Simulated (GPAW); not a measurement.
# WS2 (Tungstenite): optical spectrum from first principles, part 2 of 2

Aim: the dielectric function of WS2 (Tungstenite), and the optical constants that follow from it. The cell comes from an older database entry, whose edges can differ from later determinations, mostly by under a per cent.

GPAW 26.7.0; DFT, PBE, plane-wave PAW (GPAW data sets), scalar-relativistic, RPA, optical limit.

So far. Step 2 (Ground state): There is a gap, 1.14 eV on this mesh (points off the mesh can give less), so no carriers' term is needed.

The database entry behind the starting cell differs from later determinations by our own check (an axis about 1.4 % long against later determinations), so it need not match the best structure at ambient conditions.

**4. Dielectric function, RPA (continued)**

The Im ε has structure finer than the step of the table below, so its rows give means over 0.5 eV, whole bins alone (the curve runs from 0 to 17.6 eV). Peaks (eV: height): E ∥ x 2.98: 16.6, 4.65: 14.0; E ∥ z 3.26: 3.58, 10.03: 6.34, 11.56: 7.96, 14.59: 2.99.

Values under the direct gap are tails of Lorentzian lines. The Im ε by photon energy; means over each step:

| photon energy (eV) | E ∥ x | E ∥ z |
| --- | --- | --- |
| 0.5 | 0.102 | 0.0152 |
| 1.0 | 0.268 | 0.0350 |
| 1.5 | 1.21 | 0.0705 |
| 2.0 | 3.39 | 0.182 |
| 2.5 | 11.5 | 1.47 |
| 3.0 | 15.7 | 3.09 |
| 3.5 | 14.9 | 2.71 |
| 4.0 | 12.1 | 2.20 |
| 4.5 | 12.6 | 1.99 |
| 5.0 | 11.4 | 1.99 |
| 5.5 | 8.68 | 1.89 |
| 6.0 | 8.77 | 2.13 |
| 6.5 | 7.54 | 2.28 |
| 7.0 | 6.30 | 2.50 |
| 7.5 | 5.57 | 2.73 |
| 8.0 | 4.03 | 3.14 |
| 8.5 | 4.00 | 3.59 |
| 9.0 | 3.50 | 4.40 |
| 9.5 | 3.78 | 5.17 |
| 10.0 | 3.24 | 6.01 |
| 10.5 | 2.98 | 4.93 |
| 11.0 | 3.27 | 5.53 |
| 11.5 | 3.26 | 7.17 |
| 12.0 | 2.85 | 6.47 |
| 12.5 | 2.31 | 4.09 |
| 13.0 | 2.13 | 3.01 |
| 13.5 | 2.02 | 2.34 |
| 14.0 | 1.68 | 1.93 |
| 14.5 | 1.78 | 2.70 |
| 15.0 | 1.41 | 2.61 |
| 15.5 | 1.32 | 2.83 |
| 16.0 | 1.21 | 2.50 |
| 16.5 | 1.03 | 2.04 |
| 17.0 | 0.816 | 1.57 |

The Re ε by photon energy:

| photon energy (eV) | E ∥ x | E ∥ z |
| --- | --- | --- |
| 0.0 | 12.5 | 5.11 |
| 0.5 | 12.7 | 5.15 |
| 1.0 | 13.5 | 5.27 |
| 1.5 | 15.7 | 5.51 |
| 2.0 | 16.2 | 6.03 |
| 2.5 | 18.0 | 7.47 |
| 3.0 | 12.2 | 5.62 |
| 3.5 | 5.33 | 4.11 |
| 4.0 | 4.53 | 4.33 |
| 4.5 | 4.74 | 4.15 |
| 5.0 | 0.532 | 4.35 |
| 5.5 | -0.268 | 4.27 |
| 6.0 | -0.211 | 4.48 |
| 6.5 | -1.56 | 4.50 |
| 7.0 | -1.49 | 4.31 |
| 7.5 | -2.05 | 4.59 |
| 8.0 | -1.38 | 4.59 |
| 8.5 | -0.695 | 4.93 |
| 9.0 | -0.613 | 4.94 |
| 9.5 | -0.959 | 4.38 |
| 10.0 | -0.713 | 2.93 |
| 10.5 | -0.611 | 2.39 |
| 11.0 | -0.201 | 2.35 |
| 11.5 | -1.08 | 1.99 |
| 12.0 | -1.28 | -1.47 |
| 12.5 | -0.961 | -1.97 |
| 13.0 | -0.979 | -1.39 |
| 13.5 | -1.15 | -1.12 |
| 14.0 | -0.728 | -0.125 |
| 14.5 | -0.884 | 0.295 |
| 15.0 | -0.817 | -0.195 |
| 15.5 | -0.766 | -0.365 |
| 16.0 | -0.647 | -0.741 |
| 16.5 | -0.651 | -1.28 |
| 17.0 | -0.524 | -0.831 |
| 17.5 | -0.325 | -0.786 |

The refractive index n and extinction k by photon energy:

| photon energy (eV) | n, E ∥ x | k, E ∥ x | n, E ∥ z | k, E ∥ z |
| --- | --- | --- | --- | --- |
| 0 | 3.53 | 0 | 2.26 | 0 |
| 1 | 3.68 | 0.0350 | 2.29 | 0.00750 |
| 2 | 4.04 | 0.331 | 2.46 | 0.0334 |
| 3 | 4.04 | 2.05 | 2.46 | 0.652 |
| 4 | 2.90 | 1.97 | 2.16 | 0.560 |
| 5 | 2.47 | 2.36 | 2.14 | 0.488 |
| 6 | 2.11 | 2.16 | 2.17 | 0.486 |
| 7 | 1.58 | 1.99 | 2.15 | 0.556 |
| 8 | 1.16 | 1.65 | 2.25 | 0.702 |
| 9 | 1.16 | 1.40 | 2.42 | 0.944 |
| 10 | 1.14 | 1.42 | 2.23 | 1.42 |
| 11 | 1.23 | 1.31 | 2.06 | 1.37 |
| 12 | 0.978 | 1.50 | 1.65 | 2.05 |
| 13 | 0.813 | 1.28 | 0.977 | 1.53 |
| 14 | 0.731 | 1.12 | 0.950 | 1.01 |
| 15 | 0.631 | 1.10 | 1.08 | 1.17 |
| 16 | 0.606 | 1.01 | 0.952 | 1.28 |
| 17 | 0.464 | 0.860 | 0.696 | 1.15 |

The loss function −Im 1/ε at q → 0 has structure finer than the step of the table below, so its rows give means over 1 eV, whole bins alone (the curve runs from 0 to 17.6 eV). Peaks (eV: height): E ∥ z 14.0: 0.529.

Values under the direct gap are tails of Lorentzian lines. Table of loss function −Im 1/ε at q → 0 by energy loss; means over each step:

| energy loss (eV) | E ∥ x | E ∥ z |
| --- | --- | --- |
| 1 | 0.00157 | 0.00130 |
| 2 | 0.0116 | 0.00641 |
| 3 | 0.0398 | 0.0739 |
| 4 | 0.0712 | 0.0967 |
| 5 | 0.0890 | 0.0903 |
| 6 | 0.118 | 0.0863 |
| 7 | 0.148 | 0.0929 |
| 8 | 0.212 | 0.0972 |
| 9 | 0.256 | 0.106 |
| 10 | 0.291 | 0.140 |
| 11 | 0.303 | 0.148 |
| 12 | 0.311 | 0.151 |
| 13 | 0.384 | 0.271 |
| 14 | 0.462 | 0.449 |
| 15 | 0.517 | 0.365 |
| 16 | 0.628 | 0.350 |
| 17 | 0.882 | 0.479 |

The reflectivity at normal incidence has structure finer than the step of the table below, so its rows give means over 0.5 eV, whole bins alone (the curve runs from 0 to 17.6 eV). Peaks (eV: height): E ∥ x 2.98: 45.5, 4.70: 45.4, 6.49: 42.7, 7.67: 43.8, 12.18: 38.3, 13.60: 37.5, 16.85: 37.5; E ∥ z 2.59: 22.9, 10.03: 28.6, 12.18: 44.8, 16.64: 39.8.

Reflectivity at normal incidence against photon energy; means over each step:

| photon energy (eV) | E ∥ x (%) | E ∥ z (%) |
| --- | --- | --- |
| 0.5 | 31.6 | 15.1 |
| 1.0 | 32.8 | 15.5 |
| 1.5 | 35.9 | 16.2 |
| 2.0 | 38.1 | 17.9 |
| 2.5 | 43.9 | 21.4 |
| 3.0 | 44.8 | 20.7 |
| 3.5 | 43.9 | 16.7 |
| 4.0 | 40.6 | 15.3 |
| 4.5 | 41.9 | 14.5 |
| 5.0 | 43.8 | 14.9 |
| 5.5 | 40.3 | 14.7 |
| 6.0 | 40.5 | 15.7 |
| 6.5 | 42.1 | 16.2 |
| 7.0 | 40.6 | 16.6 |
| 7.5 | 42.2 | 17.5 |
| 8.0 | 37.8 | 18.8 |
| 8.5 | 33.8 | 20.1 |
| 9.0 | 30.9 | 22.5 |
| 9.5 | 32.9 | 24.4 |
| 10.0 | 31.2 | 27.6 |
| 10.5 | 28.8 | 24.2 |
| 11.0 | 27.1 | 26.2 |
| 11.5 | 33.1 | 32.9 |
| 12.0 | 36.0 | 41.3 |
| 12.5 | 34.3 | 41.7 |
| 13.0 | 32.9 | 37.9 |
| 13.5 | 35.4 | 34.5 |
| 14.0 | 31.7 | 22.4 |
| 14.5 | 33.4 | 21.3 |
| 15.0 | 35.1 | 24.6 |
| 15.5 | 33.8 | 27.0 |
| 16.0 | 33.2 | 31.2 |
| 16.5 | 35.6 | 37.5 |
| 17.0 | 35.2 | 33.4 |

Optical constants at common wavelengths, from n + ik = √ε:

| wavelength (nm) | n x | k x | R (%) x | 1/α x | n z | k z | R (%) z | 1/α z |
| --- | --- | --- | --- | --- | --- | --- | --- | --- |
| 1064 | 3.74 | 0.047 | 33.5 | 1.8 µm | 2.31 | 0.009 | 15.6 | 9.1 µm |
| 800 | 4.02 | 0.131 | 36.2 | 485 nm | 2.36 | 0.016 | 16.3 | 4.1 µm |
| 633 | 3.98 | 0.387 | 36.2 | 130 nm | 2.44 | 0.031 | 17.6 | 1.6 µm |
| 450 | 4.29 | 1.570 | 43.6 | 23 nm | 2.61 | 0.528 | 21.5 | 68 nm |
| 405 | 3.91 | 2.077 | 45.0 | 16 nm | 2.40 | 0.644 | 19.9 | 50 nm |
| 365 | 3.51 | 2.285 | 45.1 | 13 nm | 2.14 | 0.702 | 17.3 | 41 nm |
| 308 | 2.92 | 1.961 | 39.2 | 13 nm | 2.14 | 0.569 | 15.9 | 43 nm |

Below the direct gap, k and the depth come from the tails of the Lorentzian lines, not from transitions.

Rows near the edge hang on the gap, which this functional as a rule makes too small, and phonon-assisted absorption is left out.

**5. What came out**

- electronic dielectric constant ε∞, mean over x, y and z (by symmetry where fewer were run) (RPA): 10.0
- main peak of Im epsilon, first axis: 2.99 eV

**Reading.** At this level (PBE, RPA) WS2 has a mean ε∞ = 10.0 and n = 3.62 at 1550 nm (E ∥ x), and Im ε peaks at 3.0 eV (E ∥ x). On the mesh the gap is 1.05 eV and the least direct gap 1.74 eV, so on this mesh the band edges lie at different points. Local fields change the static value along x from 13.10 to 12.45 (-5 %). Distinct maxima of Im ε, read by a parabola through the highest points, lie at 2.51 eV (13), 2.99 eV (17), 4.64 eV (14) and 5.96 eV (9.2) for E ∥ x. The static values by axis are 12.45 (x), 5.11 (z). Excitons and phonon-assisted transitions are missing; PBE gaps are as a rule too small, which pulls the onset down and ε∞ up. Spin-orbit coupling is left out although heavy atoms are present. The sum runs over mesh points, so small or evenly spaced maxima can still be ripples of the mesh. The curves end at 18 eV, about where the summed bands run out. In this version of GPAW the matrix elements of the optical limit are incomplete, which can lower ε − 1 by up to a tenth where first-row anions or d states rule, and shift it by more in d metals.

[Hosts, paths, dates, database ids (printed as entryN), source tags and the programs' standing remarks are cut or masked in the printed files.]
